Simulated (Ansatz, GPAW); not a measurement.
# A 9-layer slab of Cu(100): work function by functional and basis, part 3 of 3

Aim: the work function of both faces of a 9-layer slab of Cu(100), and its spread over functionals and bases.

GPAW 26.7.0 and Ansatz 0.2.0; Ansatz plane waves; slab in vacuum with a dipole correction, relaxation (the session's first sound run).

So far, upper work function (eV): step 2 (relaxing the atoms, PBE) 4.55; step 4 (self-consistent run: xc = "vdW-DF2", GPAW, PAW setups, GPAW) 4.90; step 5 (self-consistent run: xc = "revPBE") 4.38; step 6 (self-consistent run: xc = "LDA") 4.90; step 7 (OptPBE vdW: xc = "optPBE-vdW", GPAW, PAW setups, GPAW) 4.69.

## Step 8: Self-consistent run: xc = "RPBE"

Level of this step: GPAW, PAW setups; slab in vacuum (GPAW).

The same geometry under RPBE, to see how far the functional moves the levels against the vacuum.

The input, run.py:

```python
import json
import numpy as np
from ase import Atoms
from gpaw import GPAW, PW

slab = Atoms(
    ['Cu', 'Cu', 'Cu', 'Cu', 'Cu', 'Cu', 'Cu', 'Cu', 'Cu'],
    positions=[
        [0.00000, 0.00000, 8.00000],
        [1.27633, 1.27633, 9.80500],
        [0.00000, 0.00000, 11.61000],
        [1.27633, 1.27633, 13.41500],
        [0.00000, 0.00000, 15.24294],
        [1.27633, 1.27633, 17.06976],
        [-0.00000, 0.00000, 18.89870],
        [1.27633, 1.27633, 20.73121],
        [-0.00000, 0.00000, 22.50458]],
    cell=[[2.55266, 0.0, 0.0], [0.0, 2.55266, 0.0], [0.0, 0.0, 30.44]],
    pbc=[True, True, False])

slab.calc = GPAW(mode=PW(400), xc='RPBE', kpts={'size': (12, 12, 1), 'gamma': True},
                 occupations={'name': 'fermi-dirac', 'width': 0.1}, nbands='160%',
                 convergence={'density': 1e-05}, maxiter=200,
                 poissonsolver={'dipolelayer': 'xy'},
                 symmetry={'tolerance': 1e-3}, txt='slab.txt')
result = {}
energy = slab.get_potential_energy()
fermi = slab.calc.get_fermi_level()
v = slab.calc.get_electrostatic_potential().mean((0, 1)) - fermi
n = slab.calc.get_pseudo_density().mean((0, 1))
L = slab.cell[2, 2]
z = np.arange(len(v)) * L / len(v)
low, high = slab.positions[:, 2].min(), slab.positions[:, 2].max()
below, above = np.interp([low - 5.8, high + 5.8], z, v)
slopes = [np.interp(x, z, np.gradient(v, z)) for x in (low - 5.8, high + 5.8)]
eps = np.array([[slab.calc.get_eigenvalues(k, s) for k in range(len(slab.calc.get_ibz_k_points()))]
                for s in range(slab.calc.get_number_of_spins())]) - fermi
top, bottom = eps[eps < 0].max(), eps[eps > 0].min()
dipole = slab.get_dipole_moment()[2]
print(f'energy {energy:.4f} eV, Fermi level {fermi:.4f} eV, dipole {dipole:.5f} e A')
print(f'potential 5.8 A off the faces, from the Fermi level: lower {below:.4f} eV, upper {above:.4f} eV')
print(f'slope of the potential there: lower {slopes[0]:.5f}, upper {slopes[1]:.5f} eV/A')
print(f'nearest levels on the mesh: {top:.4f} and {bottom:.4f} eV')
print('magnetic moment', round(slab.get_magnetic_moment(), 3))
result.update(energy=energy, fermi=fermi, dipole=dipole, below=below, above=above, slopes=slopes, edges=[top, bottom],
              z=z.tolist(), v=v.tolist(), n=n.tolist(), positions=slab.positions.tolist(),
              forces=slab.get_forces(apply_constraint=False).tolist(), moments=slab.get_magnetic_moments().tolist())
json.dump(result, open('result.json', 'w'))
```

Launch:

```console
> OMP_NUM_THREADS=1 OPENBLAS_NUM_THREADS=1 python run.py
```

Numbers of over 12 decimals in the logs are rounded to 6 here.

Log:

```text
energy -26.3784 eV, Fermi level 2.3973 eV, dipole 0.00054 e A
potential 5.8 A off the faces, from the Fermi level: lower 4.3751 eV, upper 4.3588 eV
slope of the potential there: lower -0.00022, upper 0.00016 eV/A
nearest levels on the mesh: -0.0264 and 0.0136 eV
magnetic moment 0.0
```

Elapsed: 17 min, on 1 thread of Arm Neoverse N1, shared host; peak memory 0.33 GiB.

Numbers from this step:

* dipole along the normal: 5.44e-4 e·Å
* levels nearest the Fermi level on the mesh: -0.02639, 0.01361 eV from the Fermi level
* upper work function: 4.359 eV
* lower work function: 4.375 eV

The upper face's work function is 4.359 eV, against 4.538 eV in the first plane-wave PBE run at this geometry.

## Step 9: Real-space grid: mode = "fd"

A real-space grid is a second complete basis, so it checks the plane-wave result.

Changes to run.py since step 8:

```diff
@@ -3,3 +3,3 @@
 from ase import Atoms
-from gpaw import GPAW, PW
+from gpaw import GPAW
 
@@ -20,3 +20,3 @@
 
-slab.calc = GPAW(mode=PW(400), xc='RPBE', kpts={'size': (12, 12, 1), 'gamma': True},
+slab.calc = GPAW(mode='fd', h=0.18, xc='PBE', kpts={'size': (12, 12, 1), 'gamma': True},
                  occupations={'name': 'fermi-dirac', 'width': 0.1}, nbands='160%',
```

Log:

```text
energy -32.5289 eV, Fermi level -4.5378 eV, dipole 0.00060 e A
potential 5.8 A off the faces, from the Fermi level: lower 4.5461 eV, upper 4.5294 eV
slope of the potential there: lower -0.00005, upper 0.00004 eV/A
nearest levels on the mesh: -0.0211 and 0.0108 eV
magnetic moment 0.0
```

Run time: 1.7 h. Hardware: 1 thread; peak memory 2.2 GiB.

Numbers from this step:

| Property | Result |
| --- | --- |
| dipole along the normal | 6.03e-4 e·Å |
| levels nearest the Fermi level on the mesh | -0.02114, 0.01084 eV from the Fermi level |
| upper work function | 4.529 eV |
| lower work function | 4.546 eV |

The electrostatic potential energy of an electron (without an applied field's), less the Fermi level, planar mean oscillates, so the rows of the table below give means over windows of 1.81 Å about each position, cut where the curve ends. Its maxima inside the range that stand out by 2 % of the span (Å: eV): 9.0: -1.70, 10.7: -1.66, 12.5: -1.65, 14.3: -1.45, 16.1: -1.47, 18.0: -1.48, 19.7: -1.51, 21.7: -1.86. Its minima: 8.1: -15.6, 9.8: -16.1, 11.6: -16.1, 13.4: -16.1, 15.2: -16.0, 17.0: -16.0, 18.8: -15.9, 20.7: -16.1, 22.5: -15.8.

The electrostatic potential energy of an electron (without an applied field's), less the Fermi level, planar mean by z; means over each step:

z (Å), electrostatic potential energy of an electron (without an applied field's), less the Fermi level, planar mean (eV) and a bar from the least value:
```
     0.91        4.5 ##############################
     2.71        4.5 ##############################
     4.52        4.5 ##############################
     6.33        3.4 ###########################
     8.14       -7.7 #
     9.95       -8.1 
    11.76       -8.1 
    13.57       -8.0 
    15.38       -8.0 
    17.20       -8.0 
    19.00       -8.0 
    20.81       -8.1 
    22.62       -7.4 ##
    24.43        4.0 #############################
    26.24        4.5 ##############################
    28.05        4.5 ##############################
    29.86        4.5 ##############################
```

The upper face's work function is 4.529 eV, against 4.538 eV in the first plane-wave PBE run at this geometry.

## Step 10: All levels side by side

Times are for 1 thread of Arm Neoverse N1, shared host. The series side by side:

```
no.         run  upper work function (eV)  lower work function (eV)    time  memory (GiB)
  1          pw                     4.538                     4.555  13 min          0.33
  2     vdW DF2                     4.899                     4.915  19 min          0.43
  3      revPBE                     4.383                     4.399  14 min          0.33
  4         LDA                     4.900                     4.916  16 min          0.33
  5  optPBE vdW                     4.695                     4.709  13 min          0.43
  6        RPBE                     4.359                     4.375  17 min          0.33
  7          fd                     4.529                     4.546   1.7 h           2.2
```

## Step 11: A second plane-wave code

A second program with its own datasets checks the number independently.

This step: Ansatz plane waves; slab in vacuum with a dipole correction (Ansatz 0.2.0).

The input, input.yaml:

```yaml
crystal:
  lattice:
    - [2.5526554801, 0.0, 0.0]
    - [0.0, 2.5526554801, 0.0]
    - [0.0, 0.0, 30.44]
  atoms:
    - { symbol: Cu, position: [0.0, 0.0, 0.2628120894] }
    - { symbol: Cu, position: [0.5, 0.5, 0.322109067] }
    - { symbol: Cu, position: [0.0, 0.0, 0.3814060447] }
    - { symbol: Cu, position: [0.5, 0.5, 0.4407030223] }
    - { symbol: Cu, position: [0.0, 0.0, 0.5007536102] }
    - { symbol: Cu, position: [0.5, 0.5, 0.5607673695] }
    - { symbol: Cu, position: [0.0, 0.0, 0.6208507341] }
    - { symbol: Cu, position: [0.5, 0.5, 0.681051544] }
    - { symbol: Cu, position: [0.0, 0.0, 0.7393096201] }
kpoints:
  mp_grid: { grid: [12, 12, 1] }
hamiltonian:
  xc: pbe
scf:
  occupations: { method: fermi_dirac, width: 0.1 }
efield:
  axis: 3
  dipole_correction: true
  ramp_width: 0.05
output:
  forces: true
  write_potential: true
  write_density: true
  volumetric_format: npy
  elf: true
```

Launch:

```console
> ansatz run input.yaml --threads 4 --pin off --max-ram 8192MiB --backend cpu --events-out ev --progress --plain --runs-dir out
```

Log:

```text
[...]
Crystal: 9 atoms, lattice volume = 198.349 Å³
Basis set: ecut = 420 eV, 3921 PW (Γ), exchange–correlation on 36×36×432 points (8 copies of the dense FFT grid, shifted against one another)
Bands: 103, of which v1, the nominal top of the filled ones, is band 86 counted from 1 (85 counted from 0)
Symmetry: 8 space group operations
[...]
k-points: 28 of 144
[...]
SCF iter   1: F=—  HF=-59625.396229 eV  |F-HF|=—  |Δ(HF+E_count)|=         —  Δρ=2.37e-3  dr2=1.33e-1  ethr=1.77e-3  p=0.001 e·Å  D=7.80e-4 V/Å  ΔV_dip=-0.02 eV  dr2_dipole=6.53e-4  V_vac-E_F(+/−)=4.39/4.42 eV  ⟨swp⟩=6.5  Hψ=11397  notcnv=0  defer=74
[...]
SCF iter   9: F=-59625.395704 eV  HF=-59625.395704 eV  |F-HF|=9.41e-9  |Δ(HF+E_count)|=   2.48e-7  Δρ=5.48e-6  dr2=5.85e-8  ethr=5.85e-11  p=0.001 e·Å  D=5.37e-4 V/Å  ΔV_dip=-0.02 eV  dr2_dipole=6.60e-10  V_vac-E_F(+/−)=4.55/4.57 eV  ⟨swp⟩=18.6  Hψ=25750  notcnv=0
SCF 1 converged in 9 iterations: F = -59625.395704 eV  dr2 = 5.85e-8
[...]
SCF converged after 9 iterations
Free energy (F): -59625.395704 eV
[...]
Internal energy: -59625.304154 eV  (E = F + TS)
E sigma→0 (E₀):  -59625.349929 eV
Entropy (-TS):   -0.091550 eV (-10.172 meV/atom)
Fermi energy:    6.901525 eV
Dipole field:    D = 0.000503 V/Å  (p = 0.000551 e·Å, saw-weighted, corrected)
Work function:   Φ+ = 4.5522 eV   Φ− = 4.5675 eV
[...]
--- Forces (eV/Å), atoms counted from 1 ---
  atom   1  Cu     0.00000000     0.00000000     0.11079554
  atom   2  Cu     0.00000000     0.00000000    -0.21792340
  atom   3  Cu     0.00000000     0.00000000     0.00723959
  atom   4  Cu     0.00000000     0.00000000     0.09700165
  atom   5  Cu    -0.00000000     0.00000000    -0.00021544
  atom   6  Cu    -0.00000000     0.00000000    -0.00013660
  atom   7  Cu    -0.00000000     0.00000000     0.00058408
  atom   8  Cu    -0.00000000     0.00000000     0.00022759
  atom   9  Cu    -0.00000000     0.00000000     0.00243548
  max |Σ_I F_I| component: 8.49e-6 eV/Å
--- Band table (eV; the first three rows and the last of 28) ---
  k-point 0: bands = [... 82 lower, 5.4135, 5.4135, 5.4552, 5.4638, 5.4638, 5.4683, 6.3369, 7.5094, ... 13 higher]
  k-point 1: bands = [... 82 lower, 5.3263, 5.3933, 5.4008, 5.4612, 5.4790, 5.7016, 6.7199, 7.8494, ... 13 higher]
  k-point 2: bands = [... 82 lower, 5.3386, 5.3728, 5.4563, 5.4604, 5.5076, 6.3258, 7.4609, 8.6452, ... 13 higher]
  k-point 27: bands = [... 82 lower, 8.7053, 9.4289, 9.4289, 10.4569, 10.4569, 11.6620, 11.6620, 13.0204, ... 13 higher]
```

Run time: 44 s. Hardware: 4 threads; peak memory 0.91 GiB.

This step gave:

| Quantity | Value |
| --- | --- |
| upper work function | 4.552 eV |
| lower work function | 4.568 eV |
| dipole along the normal | 5.51e-4 e·Å |
| dipole field | 5.03e-4 V/Å |

The electrostatic potential energy of an electron (with the applied field's), less the Fermi level, planar mean oscillates, so the rows of the table below give means over windows of 1.83 Å about each position, cut where the curve ends. Its maxima inside the range that stand out by 2 % of the span (Å: eV): 8.9: -1.84, 10.7: -1.91, 12.5: -1.96, 14.4: -1.76, 16.2: -1.79, 18.0: -1.79, 19.9: -1.77, 21.6: -2.38. Its minima: 8.0: -14.4, 9.9: -14.6, 11.6: -14.6, 13.4: -14.6, 15.2: -14.6, 17.1: -14.6, 18.9: -14.6, 20.7: -14.7, 22.5: -14.4.

The electrostatic potential energy of an electron (with the applied field's), less the Fermi level, planar mean by z; means over each step:

z (Å), electrostatic potential energy of an electron (with the applied field's), less the Fermi level, planar mean (eV) and a bar from the least value:
```
     0.92        4.6 ##############################
     2.75        4.6 ##############################
     4.58        4.6 ##############################
     6.41        3.1 ###########################
     8.23       -8.5 #
    10.07       -8.8 
    11.89       -8.8 
    13.73       -8.7 #
    15.55       -8.6 #
    17.38       -8.6 #
    19.21       -8.6 #
    21.05       -8.9 
    22.88       -7.0 ####
    24.70        4.3 #############################
    26.54        4.5 ##############################
    28.37        4.6 ##############################
    30.20        4.6 ##############################
```

The valence density, planar mean oscillates, so the rows of the table below give means over windows of 1.83 Å about each position, cut where the curve ends. Its maxima inside the range that stand out by 2 % of the span (Å: e/Å³): 8.0: 4.07, 9.9: 3.99, 11.6: 4.01, 13.4: 4.08, 15.2: 4.09, 17.1: 4.09, 18.9: 4.10, 20.7: 4.10, 22.5: 4.04. Its minima: 8.9: 0.309, 10.7: 0.309, 12.5: 0.310, 14.4: 0.302, 16.2: 0.304, 18.0: 0.303, 19.9: 0.302, 21.6: 0.330.

Table of valence density, planar mean by z; means over each step:

z (Å), valence density, planar mean (e/Å³) and a bar:
```
     2.75       0.00 
     4.58       0.00 
     6.41       0.06 #
     8.23       1.59 ##############################
    10.07       1.60 ##############################
    11.89       1.60 ##############################
    13.73       1.59 ##############################
    15.55       1.59 ##############################
    17.38       1.59 ##############################
    19.21       1.59 ##############################
    21.05       1.61 ##############################
    22.88       1.50 ############################
    24.70       0.01 
    26.54       0.00
```

Force by atom:

```
atom  x (eV/Å)  y (eV/Å)  z (eV/Å)   size
 Cu1     0.000     0.000     0.111  0.111
 Cu2     0.000     0.000    -0.218  0.218
 Cu3     0.000     0.000     0.007  0.007
 Cu4     0.000     0.000     0.097  0.097
 Cu5     0.000     0.000     0.000  0.000
 Cu6     0.000     0.000     0.000  0.000
 Cu7     0.000     0.000     0.001  0.001
 Cu8     0.000     0.000     0.000  0.000
 Cu9     0.000     0.000     0.002  0.002
```

ELF in the ca plane at fractional y = 0.000, with atoms of Cu within 0.2 Å of it. It is the smooth field of the valence electrons, not physical close to the nuclei.

Ten even steps from '0' (0.00) to '9' (0.85), each cell a mean:
```
77322222237721222213763222222476211100000000
33222222223322222222332222222233211100000000
22223223222222322322222232232222221100000000
22333223322233322332223332233222222100000000
22233223322223322332222332233222221100000000
22223223222222322322222232222222111100000000
55222222235522222213552222222364211100000000
99322222249931222224983222222598311100000000
```
Columns run along c (16.0 Å, from fractional 0.38 to 0.90 of the cell), rows up along a (2.6 Å). Atoms in or near the plane, at fractional coordinates: Cu at (0.38, 0.00), Cu at (0.50, 0.00), Cu at (0.62, 0.00), Cu at (0.74, 0.00).

Electrostatic potential energy in the ca plane at fractional y = 0.000, with atoms of Cu within 0.2 Å of it. With pseudopotentials it is smooth inside the atoms' cores, unlike the true potential.

Ten even steps from '0' (-48 eV) to '9' (11 eV), each cell a mean:
```
00279999720038999972003899996100489999999999
22589999852268999985236899998523699999999999
77899999987789999998778999999877899999999999
99999999999999999999999999999999999999999999
88999999998899999998889999999888999999999999
44789999864479999986447999998645799999999999
00389999730048999983004899997201589999999999
00279999710027999971002799996100389999999999
```
Columns run along c (16.0 Å, from fractional 0.38 to 0.90 of the cell; values clipped at the 3rd and 97th percentile), rows up along a (2.6 Å). Atoms in or near the plane, at fractional coordinates: Cu at (0.38, 0.00), Cu at (0.50, 0.00), Cu at (0.62, 0.00), Cu at (0.74, 0.00).

Valence density in the ca plane at fractional y = 0.000, with atoms of Cu within 0.2 Å of it. It is the smooth field of the valence electrons, not physical close to the nuclei.

Ten steps, logarithmic in the rise over the least value, from '0' (0 e/Å³) to '9' (51 e/Å³), each cell a mean:
```
88510000158841000015884100002687310000000000
55210000135521000013552100001354200000000000
11100000011110000001111000000111000000000000
00000000000000000000000000000000000000000000
11000000001100000000110000000111000000000000
33200000123310000002331000001233100000000000
77410000147731000014774100001576300000000000
99610000269951000016995100002798410000000000
```
Columns run along c (16.0 Å, from fractional 0.38 to 0.90 of the cell), rows up along a (2.6 Å). Atoms in or near the plane, at fractional coordinates: Cu at (0.38, 0.00), Cu at (0.50, 0.00), Cu at (0.62, 0.00), Cu at (0.74, 0.00).

The upper face's work function is 4.552 eV, against 4.538 eV in the first plane-wave PBE run at this geometry.

## Step 12: Side by side

Results and costs are gathered.

This step: comparison of work functions, dipole and cost (GPAW 26.7.0).

Ladder, by row:

```
      step    code  work function, upper (eV)  work function, lower (eV)  dipole (e Å)  wall time (s)  peak memory (GiB)  threads
        pw    GPAW                      4.538                      4.555       5.57e-4          809.6               0.33        1
   vdW-DF2    GPAW                      4.899                      4.915       5.51e-4           1132               0.43        1
    revPBE    GPAW                      4.383                      4.399       5.38e-4          839.1               0.33        1
       LDA    GPAW                        4.9                      4.916       5.38e-4          987.6               0.33        1
optPBE-vdW    GPAW                      4.695                      4.709       4.93e-4          771.8               0.43        1
      RPBE    GPAW                      4.359                      4.375       5.44e-4           1026               0.33        1
        fd    GPAW                      4.529                      4.546       6.03e-4           6006               2.25        1
    ansatz  Ansatz                      4.552                      4.568       5.51e-4          43.71              0.913        4
```

## Step 13: A changed run

One more run, with changed settings.

This step: GPAW, PAW setups; slab in vacuum (GPAW 26.7.0).

Changes to run.py since step 9:

```diff
@@ -3,3 +3,3 @@
 from ase import Atoms
-from gpaw import GPAW
+from gpaw import GPAW, PW
 
@@ -20,5 +20,5 @@
 
-slab.calc = GPAW(mode='fd', h=0.18, xc='PBE', kpts={'size': (12, 12, 1), 'gamma': True},
+slab.calc = GPAW(mode=PW(400), xc='pbe96', kpts={'size': (12, 12, 1), 'gamma': True},
                  occupations={'name': 'fermi-dirac', 'width': 0.1}, nbands='160%',
-                 convergence={'density': 1e-05}, maxiter=200,
+                 convergence={'density': 1e-05}, maxiter=50,
                  poissonsolver={'dipolelayer': 'xy'},
```

Launch:

```console
> OMP_NUM_THREADS=1 OPENBLAS_NUM_THREADS=1 python run.py
```

Log:

```text
NameError: Unknown functional: pbe96.
```

The job ended after 1.3 s (1 thread; peak memory 0.1 GiB).

The program refused the input before any cycle.

The program's message: “NameError: Unknown functional: pbe96.”

The change that led to it: xc = "pbe96".

## Step 14: Results

| Item | Value |
| --- | --- |
| work function, upper and lower face | 4.538 and 4.555 eV |
| dipole along the normal | 5.6e-4 e Å |

What this shows: With plane waves and PBE the work function is 4.54 eV on the upper face and 4.55 eV on the lower. The measured value for this face is 4.73 eV (as compiled in "Anisotropic work function of elemental crystals", 2019, arxiv:1902.07811); the relaxed upper face lies 0.19 eV under it with PBE, and optPBE-vdW comes nearest (4.69 eV). Measured work functions scatter by a tenth of an eV or more between methods. Over the sound runs of the table the upper face's work function spans 4.359 (RPBE) to 4.900 eV (LDA). The two plane-wave codes differ by 0.014 eV on the upper face. The small printed dipole stands for a step of -15 meV from the lower to the upper face, and the probes find -17 meV; values this small are near the numerical noise of both. The in-plane lattice was kept as typed, which isn't the functional's own and leaves some strain; spin-orbit coupling and temperature are left out.

[Logs are printed without paths, hosts, clocks, repeated set-up lines and the standing remarks that a program may print on its own settings, such as how far it seeks lower states.]

[Hosts, paths, dates, database ids (printed as entryN), source tags and the programs' standing remarks are cut or masked in the printed files.]
